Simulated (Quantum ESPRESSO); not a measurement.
# MnPt with spin–orbit coupling along several axes

Wanted: the anisotropy energy of MnPt and its cost.

Program: Quantum ESPRESSO 7.5. Level of theory: PBEsol; plane waves with PseudoDojo 0.4.1 SR PBEsol standard potentials, then spin–orbit coupling on the fully relativistic files of the same set. Results are calculated unless marked as measured.

### 1. Set-up

The structure is tetragonal, space group P4/mmm (No. 123). The conventional cell has a = 2.830 Å, b = 2.830 Å, c = 3.660 Å, α = 90.00°, β = 90.00°, γ = 90.00°. Nearest to Mn lie 8 Pt at 2.71 Å and 4 Mn at 2.83 Å. Pt has 8 Mn at 2.71 Å and 4 Pt at 2.83 Å nearest. Farther neighbours are not listed.

The cell comes from the Crystallography Open Database.

### 2. Collinear run on scalar-relativistic files

The input, pw.in:

```
&CONTROL
  calculation = 'scf'
  prefix = 'pwscf'
  outdir = './tmp'
  pseudo_dir = './pseudo'
  disk_io = 'low'
/
&SYSTEM
  ibrav = 0
  celldm(1) = 8
  nat = 2
  ntyp = 2
  ecutwfc = 82
  nbnd = 25
  occupations = 'smearing'
  smearing = 'fd'
  degauss = 0.00734986
  nspin = 2
  starting_magnetization(1) = 0.2333
  starting_magnetization(2) = 0
/
&ELECTRONS
  conv_thr = 4d-11
  electron_maxstep = 150
  mixing_beta = 0.3
/
ATOMIC_SPECIES
Mn     54.9380 Mn.upf
Pt    195.0840 Pt.upf
CELL_PARAMETERS alat
   0.6684906165864    0.0000000000000    0.0000000000000
   0.0000000000000    0.6684906165864    0.0000000000000
   0.0000000000000    0.0000000000000    0.8645497020163
ATOMIC_POSITIONS crystal
Mn      0.0000000000    0.0000000000    0.0000000000
Pt      0.5000000000    0.5000000000    0.5000000000
K_POINTS automatic
10 10 10 0 0 0
```

Launch:

```console
> OMP_NUM_THREADS=1 mpirun -n 2 pw.x -nk 2 -in pw.in > pw.out
```

The program printed:

```text
Program PWSCF v.7.5 starts

     Message from routine setup:
     using ibrav=0 with symmetry is DISCOURAGED, use correct ibrav instead

     K-points division:     npool     =       2
     Subspace diagonalization in iterative solution of the eigenvalue problem:

     G-vector sticks info
     --------------------
     sticks:   dense  smooth     PW     G-vecs:    dense   smooth      PW
     Sum         749     749    225                19827    19827    3303

     Using Slab Decomposition

     bravais-lattice index     =            0
     lattice parameter (alat)  =       8.0000  a.u.
     unit-cell volume          =     197.8111 (a.u.)^3
     number of atoms/cell      =            2
     number of atomic types    =            2
     number of electrons       =        33.00
     number of Kohn-Sham states=           25
     kinetic-energy cutoff     =      82.0000  Ry
     charge density cutoff     =     328.0000  Ry
     scf convergence threshold =      4.0E-11
     mixing beta               =       0.3000
     number of iterations used =            8  plain     mixing
     Exchange-correlation= PBESOL
                           (   1   4  10   8   0   0   0)

     celldm(1)=   8.000000  celldm(2)=   0.000000  celldm(3)=   0.000000
     celldm(4)=   0.000000  celldm(5)=   0.000000  celldm(6)=   0.000000

     crystal axes: (cart. coord. in units of alat)
               a(1) = (   0.668491   0.000000   0.000000 )
               a(2) = (   0.000000   0.668491   0.000000 )
               a(3) = (   0.000000   0.000000   0.864550 )

     reciprocal axes: (cart. coord. in units 2 pi/alat)
               b(1) = (  1.495907  0.000000  0.000000 )
               b(2) = (  0.000000  1.495907  0.000000 )
               b(3) = (  0.000000  0.000000  1.156671 )

     PseudoPot. # 1 for Mn read from file:
     Mn.upf
     Pseudo is Norm-conserving + core correction, Zval = 15.0
     Generated using ONCVPSP code by D. R. Hamann
     Using radial grid of 1448 points,  6 beta functions with:
                l(1) =   0
                l(2) =   0
                l(3) =   1
                l(4) =   1
                l(5) =   2
                l(6) =   2

     PseudoPot. # 2 for Pt read from file:
     Pt.upf
     Pseudo is Norm-conserving + core correction, Zval = 18.0
     Generated using ONCVPSP code by D. R. Hamann
     Using radial grid of 1358 points,  8 beta functions with:
                l(1) =   0
                l(2) =   0
                l(3) =   1
                l(4) =   1
                l(5) =   2
                l(6) =   2
                l(7) =   3
                l(8) =   3

     atomic species   valence    mass     pseudopotential
     Mn               15.00    54.93800     Mn( 1.00)
     Pt               18.00   195.08400     Pt( 1.00)

     Starting magnetic structure
     atomic species   magnetization
     Mn              0.233
     Pt              0.000

     16 Sym. Ops., with inversion, found

   Cartesian axes

     site n.     atom                  positions (alat units)
         1        Mn     tau(   1) = (   0.0000000   0.0000000   0.0000000  )
         2        Pt     tau(   2) = (   0.3342453   0.3342453   0.4322749  )

     number of k points=   126  Fermi-Dirac smearing, width (Ry)=  0.0073

     Number of k-points >= 100: set verbosity='high' to print them.

     Dense  grid:    19827 G-vectors     FFT dimensions: (  32,  32,  40)

     Generating pointlists ...
     new r_m :   0.2642 (alat units)  2.1138 (a.u.) for type    1
     new r_m :   0.2642 (alat units)  2.1138 (a.u.) for type    2

     Initial potential from superposition of free atoms

     starting charge      32.9994, renormalised to      33.0000
     Starting wfcs are   20 randomized atomic wfcs +    5 random wfcs

     Self-consistent Calculation

     iteration #  1     ecut=    82.00 Ry     beta= 0.30
     Davidson diagonalization with overlap
     ethr =  1.00E-02,  avg # of iterations =  4.2

     total energy              =    -478.08412527 Ry
     estimated scf accuracy    <       1.65475806 Ry

     total magnetization       =     2.61 Bohr mag/cell
     absolute magnetization    =     2.70 Bohr mag/cell

     iteration #  2     ecut=    82.00 Ry     beta= 0.30
     Davidson diagonalization with overlap
     ethr =  5.01E-03,  avg # of iterations =  2.0

     total energy              =    -478.42955230 Ry
     estimated scf accuracy    <       3.66356356 Ry

     total magnetization       =     2.37 Bohr mag/cell
     absolute magnetization    =     2.42 Bohr mag/cell

     iteration #  3     ecut=    82.00 Ry     beta= 0.30
     Davidson diagonalization with overlap
     ethr =  5.01E-03,  avg # of iterations =  1.2

     total energy              =    -478.70170058 Ry
     estimated scf accuracy    <       0.08858902 Ry

     total magnetization       =     3.76 Bohr mag/cell
     absolute magnetization    =     3.78 Bohr mag/cell

     [... further iterations left out ...]

     iteration # 12     ecut=    82.00 Ry     beta= 0.30
     Davidson diagonalization with overlap
     ethr =  4.28E-10,  avg # of iterations =  2.1

     total energy              =    -478.72220107 Ry
     estimated scf accuracy    <       0.00000004 Ry

     total magnetization       =     4.20 Bohr mag/cell
     absolute magnetization    =     4.28 Bohr mag/cell

     iteration # 13     ecut=    82.00 Ry     beta= 0.30
     Davidson diagonalization with overlap
     ethr =  1.22E-10,  avg # of iterations =  2.0

     total energy              =    -478.72220107 Ry
     estimated scf accuracy    <          1.6E-09 Ry

     total magnetization       =     4.20 Bohr mag/cell
     absolute magnetization    =     4.28 Bohr mag/cell

     iteration # 14     ecut=    82.00 Ry     beta= 0.30
     Davidson diagonalization with overlap
     ethr =  4.78E-12,  avg # of iterations =  2.0

     total energy              =    -478.72220107 Ry
     estimated scf accuracy    <          7.2E-10 Ry

     total magnetization       =     4.20 Bohr mag/cell
     absolute magnetization    =     4.28 Bohr mag/cell

     iteration # 15     ecut=    82.00 Ry     beta= 0.30
     Davidson diagonalization with overlap
     ethr =  2.18E-12,  avg # of iterations =  1.9

     Magnetic moment per site  (integrated on atomic sphere of radius R)
     atom   1 (R=0.264)  charge= 13.6082  magn=  3.7435
     atom   2 (R=0.264)  charge= 15.8818  magn=  0.3668

     End of self-consistent calculation

     Number of k-points >= 100: set verbosity='high' to print the bands.

     the Fermi energy is    19.3587 ev

!    total energy              =    -478.72220107 Ry
     estimated scf accuracy    <          2.0E-11 Ry
     smearing contrib. (-TS)   =      -0.00286991 Ry
     internal energy E=F+TS    =    -478.71933117 Ry

     The total energy is F=E-TS. E is the sum of the following terms:
     one-electron contribution =    -146.12329726 Ry
     hartree contribution      =      92.58184246 Ry
     xc contribution           =     -83.66306352 Ry
     ewald contribution        =    -341.51481285 Ry

     total magnetization       =     4.20 Bohr mag/cell
     absolute magnetization    =     4.28 Bohr mag/cell

     convergence has been achieved in  15 iterations

=------------------------------------------------------------------------------=
   JOB DONE.
=------------------------------------------------------------------------------=
```

The job ended after 2.1 min (2 MPI ranks of Intel Xeon Platinum 8175M at 2.50GHz (Skylake/Cascade Lake), shared host; peak memory 0.39 GiB).

Spin moment in the atom's sphere by atom:

| atom | spin moment in the atom's sphere (μB) |
| --- | --- |
| Mn1 | 3.74 |
| Pt2 | 0.37 |

Numbers from this step:

```
smearing term TS       : 0.03905 eV
magnetization          : 4.203 μB
absolute magnetization : 4.275 μB
final state            : ferromagnetic
```

### 3. One pass along [001] on 13×13×13

Each pass runs in a folder of its own that holds a copy of a collinear save from that input. The collinear spin density is turned to the axis, and its potential is diagonalised once with spin–orbit coupling on fully relativistic PseudoDojo files; the sums over occupied states, with the smearing term, are then compared.

The input, pass.in:

```
&CONTROL
  calculation = 'nscf'
  prefix = 'pwscf'
  outdir = './tmp'
  pseudo_dir = './pseudo_fr'
  disk_io = 'low'
/
&SYSTEM
  ibrav = 0
  celldm(1) = 8
  nat = 2
  ntyp = 2
  ecutwfc = 82
  nbnd = 48
  occupations = 'smearing'
  smearing = 'fd'
  degauss = 0.00734986
  noncolin = .true.
  lspinorb = .true.
  lforcet = .true.
  starting_magnetization(1) = 0.2333
  angle1(1) = 0
  angle2(1) = 0
  starting_magnetization(2) = 0
  angle1(2) = 0
  angle2(2) = 0
/
&ELECTRONS
  conv_thr = 4d-11
  electron_maxstep = 150
  mixing_beta = 0.3
  startingpot = 'file'
  startingwfc = 'random'
  diago_thr_init = 1d-09
  diago_full_acc = .true.
/
ATOMIC_SPECIES
Mn     54.9380 Mn.upf
Pt    195.0840 Pt.upf
CELL_PARAMETERS alat
   0.6684906165864    0.0000000000000    0.0000000000000
   0.0000000000000    0.6684906165864    0.0000000000000
   0.0000000000000    0.0000000000000    0.8645497020163
ATOMIC_POSITIONS crystal
Mn      0.0000000000    0.0000000000    0.0000000000
Pt      0.5000000000    0.5000000000    0.5000000000
K_POINTS automatic
13 13 13 0 0 0
```

Launch:

```console
> OMP_NUM_THREADS=1 mpirun -n 2 pw.x -nk 2 -in pass.in > pass.out
```

The program printed:

```text
[banner, memory and clock lines left out]
Program PWSCF v.7.5 starts

     Fixed quantization axis for GGA:     0.000000    0.000000    1.000000
     Message from routine setup:
     using ibrav=0 with symmetry is DISCOURAGED, use correct ibrav instead

     bravais-lattice index     =            0
     lattice parameter (alat)  =       8.0000  a.u.
     unit-cell volume          =     197.8111 (a.u.)^3
     number of atoms/cell      =            2
     number of atomic types    =            2
     number of electrons       =        33.00
     number of Kohn-Sham states=           48
     kinetic-energy cutoff     =      82.0000  Ry
     charge density cutoff     =     328.0000  Ry
     Exchange-correlation= PBESOL
                           (   1   4  10   8   0   0   0)
     Noncollinear calculation with spin-orbit

     [... lines left out ...]
     PseudoPot. # 1 for Mn read from file:
     Mn.upf
     Pseudo is Norm-conserving + core correction, Zval = 15.0

     PseudoPot. # 2 for Pt read from file:
     Pt.upf
     Pseudo is Norm-conserving + core correction, Zval = 18.0

     atomic species   valence    mass     pseudopotential
     Mn               15.00    54.93800     Mn( 1.00)
     Pt               18.00   195.08400     Pt( 1.00)

     16 Sym. Ops., with inversion, found

   Cartesian axes

     site n.     atom                  positions (alat units)
         1        Mn     tau(   1) = (   0.0000000   0.0000000   0.0000000  )
         2        Pt     tau(   2) = (   0.3342453   0.3342453   0.4322749  )

     number of k points=   196  Fermi-Dirac smearing, width (Ry)=  0.0073

     Number of k-points >= 100: set verbosity='high' to print them.

     Dense  grid:    19827 G-vectors     FFT dimensions: (  32,  32,  40)

     Generating pointlists ...
     new r_m :   0.2642 (alat units)  2.1138 (a.u.) for type    1
     new r_m :   0.2642 (alat units)  2.1138 (a.u.) for type    2
     Message from routine read_rhog:
     some spin components not found

 -----------
Spin angles Theta, Phi (degree) =   0.0000  0.0000
 -----------

     The potential is recalculated from file :
     [... lines left out ...]
     Starting wfcs are random

     Band Structure Calculation
     Davidson diagonalization with overlap

     ethr =  1.00E-09,  avg # of iterations = 34.2

     End of band structure calculation

     Number of k-points >= 100: set verbosity='high' to print the bands.

     the Fermi energy is    19.4437 ev
     (compare with:    19.3587 eV, computed in scf)
```

It took 4.6 min on 2 MPI ranks; peak memory 0.86 GiB; 9.2 min of CPU time.

### 4. One pass along [100] on 13×13×13

pass.in, as its differences from that of step 3:

```diff
@@ -21,6 +21,6 @@
   starting_magnetization(1) = 0.2333
-  angle1(1) = 0
+  angle1(1) = 90
   angle2(1) = 0
   starting_magnetization(2) = 0
-  angle1(2) = 0
+  angle1(2) = 90
   angle2(2) = 0
```

The program printed:

```text
     [... lines left out ...]
Program PWSCF v.7.5 starts
     [... lines left out ...]
     number of atoms/cell      =            2
     [... lines left out ...]
     number of electrons       =        33.00
     number of Kohn-Sham states=           48
     kinetic-energy cutoff     =      82.0000  Ry
     charge density cutoff     =     328.0000  Ry
     [... lines left out ...]
     Noncollinear calculation with spin-orbit
     [... lines left out ...]
      8 Sym. Ops., with inversion, found
     [... lines left out ...]
     number of k points=   343  Fermi-Dirac smearing, width (Ry)=  0.0073
     [... lines left out ...]
Spin angles Theta, Phi (degree) =  90.0000  0.0000
     [... lines left out ...]
     the Fermi energy is    19.4450 ev
     (compare with:    19.3587 eV, computed in scf)
```

It took 9.1 min on 2 MPI ranks; peak memory 1.4 GiB; 18 min of CPU time.

### 5. The smearing term

The sum of energies times occupations is what pw.x prints as eband (for fewer than 100 k points). With Fermi–Dirac smearing the quantity to compare holds −TS as well, computed here from the energies and weights in the run's XML file (meV a cell, from the first axis, mesh 13×13×13):

| axis | plain sum | −TS | free energy |
| --- | --- | --- | --- |
| [001] | 0.0000 | 0.0000 | 0.0000 |
| [100] | 6.5540 | -2.1600 | 4.3940 |

### 6. Shares of the atoms

projwfc.x runs in the folder of each pass; ef_0 is the Fermi energy of the pass along the first axis on this mesh. The input for the second axis:

The input, projwfc.in:

```
&PROJWFC
  prefix = 'pwscf'
  outdir = './tmp'
  lsym = .false.
  filproj = 'proj'
  lforcet = .true.
  ef_0 = 19.44366143
  ngauss = -99
  degauss = 0.00734986
  DeltaE = 0.05
/
```

Launch:

```console
> OMP_NUM_THREADS=1 mpirun -n 2 projwfc.x -nk 2 -in projwfc.in > projwfc.out
```

The job ended after 12 s (2 MPI ranks; peak memory 0.2 GiB).

The plain sum projected on atomic orbitals, with energies counted from the first axis' chemical potential (meV, from the first axis):

| atom | [100] |
| --- | --- |
| Mn1 | 3.237 |
| Pt2 | 2.333 |

### 7. Side by side

A pass yields neither state nor moment: for the force theorem these columns are the collinear run's. Anisotropy, by row:

| way | mesh | axis | state | energy less the first axis' (meV a primitive cell) | largest spin moment (μB) | CPU time (s) |
| --- | --- | --- | --- | --- | --- | --- |
| force theorem | 13x13x13 | [001] | ferromagnetic | 0 | 3.744 | 549.2 |
| force theorem | 13x13x13 | [100] | ferromagnetic | 4.394 | 3.744 | 1085 |

### 8. What came out

```
state                                         : ferromagnetic
largest spin moment                           : 3.74 μB
easy axis of those tried, on this mesh        : [001]
energy along [100] less [001] (force theorem) : 4.39 meV a primitive cell, 24 MJ/m³
```

In words: On 13×13×13, leaving out the smearing term would shift a difference by 2.2 meV, against 4.4 meV for the largest. On 13×13×13, in the projected sum for [100] the largest share falls on Mn1; the shares lack the smearing term and what the atomic orbitals miss, so they do not add up to the whole. On this mesh the moments prefer [001] among the axes tried. One mesh cannot show that the size is converged, and with itinerant moments even the sign can change with the mesh. Shape anisotropy is not included. The moments were started parallel in the primitive cell; if the crystal orders otherwise, its anisotropy is another. Energies are free energies at an electronic temperature of 1160 K, which lowers moments and differences where the moments are itinerant. The cutoff lies under the 96 Ry that these files are usually run at.

[Logs and program files are shortened in this print: banners, set-up blocks, solver, clock and traceback lines can be left out without a mark of their own.]

[Logs are printed without paths, hosts, clocks, repeated set-up lines and the standing remarks that a program may print on its own settings, such as how far it seeks lower states.]

[Hosts, paths, dates, database ids (printed as entryN), source tags and the programs' standing remarks are cut or masked in the printed files.]

[Where a cell is said to come from a database of computed structures, the database is the Materials Project.]
